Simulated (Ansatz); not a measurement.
An input for Ansatz 0.2.0 (Cs2LiScF6 (Fm-3m)):

```yaml
crystal:
  lattice:
    - [0.0, 4.4836520846, 4.4836520846]
    - [4.4836520846, 0.0, 4.4836520846]
    - [4.4836520846, 4.4836520846, 0.0]
  atoms:
    - { symbol: Cs, position: [0.75, 0.75, 0.75] }
    - { symbol: Cs, position: [0.25, 0.25, 0.25] }
    - { symbol: Li, position: [0.5, 0.5, 0.5] }
    - { symbol: Sc, position: [0.0, 0.0, 0.0] }
    - { symbol: F, position: [0.7695173025, 0.2304826975, 0.2304826975] }
    - { symbol: F, position: [0.2304826975, 0.2304826975, 0.7695173025] }
    - { symbol: F, position: [0.2304826975, 0.7695173025, 0.7695173025] }
    - { symbol: F, position: [0.2304826975, 0.7695173025, 0.2304826975] }
    - { symbol: F, position: [0.7695173025, 0.2304826975, 0.7695173025] }
    - { symbol: F, position: [0.7695173025, 0.7695173025, 0.2304826975] }
kpoints:
  mp_grid: { grid: [4, 4, 4] }
  band_path:
    path:
      - [0.0, 0.0, 0.0]
      - [0.5, 0.0, 0.5]
      - [0.625, 0.25, 0.625]
      - [0.375, 0.375, 0.75]
      - [0.5, 0.5, 0.5]
      - [0.5, 0.25, 0.75]
      - [0.1125, 0.1125, 0.225]
      - [0.075, 0.075, 0.15]
    npoints: 1
hamiltonian:
  xc: hse06
  pseudopotentials: { kind: paw, azcp: { folder: soft_1 } }
scf:
  occupations: { method: fixed }
  n_extra_bands: 7
output:
  eigenvalues: true
```

```sh
ansatz run input.yaml --threads 2 --pin off --max-ram 92160MiB --backend cuda --events-out ev --progress --plain --runs-dir out --devices 1 --max-vram 13GiB
```

Q: How long will it take on 1 × NVIDIA H100 80GB HBM3 (shared by 6 runs) with 2 threads of AMD EPYC 7R13 (Zen 3), shared host, and how much memory?

It took 56 s; on shared hardware allow 28 s to 1.9 min. Peak host memory was 1.4 GiB. The sizes that set the cost: 3527 plane waves a state, 8 irreducible k points and 19 SCF cycles.

Exact exchange couples every pair of k points and filled bands, so it costs far more than a semilocal run.

[Paths, hosts, dates, memory and timing lines, banners, echoed tables and standing remarks are left out of the program output.]

[Logs are printed without paths, hosts, clocks, repeated set-up lines and the standing remarks that a program may print on its own settings, such as how far it seeks lower states.]

[Runs of the session that timed out or met a known fault of the program may be left out.]

[Cells called generated may have been cut or substituted from an entry of the Crystallography Open Database or the Materials Project.]

[Hosts, paths, dates, database ids (printed as entryN), source tags and the programs' standing remarks are cut or masked in the printed files.]
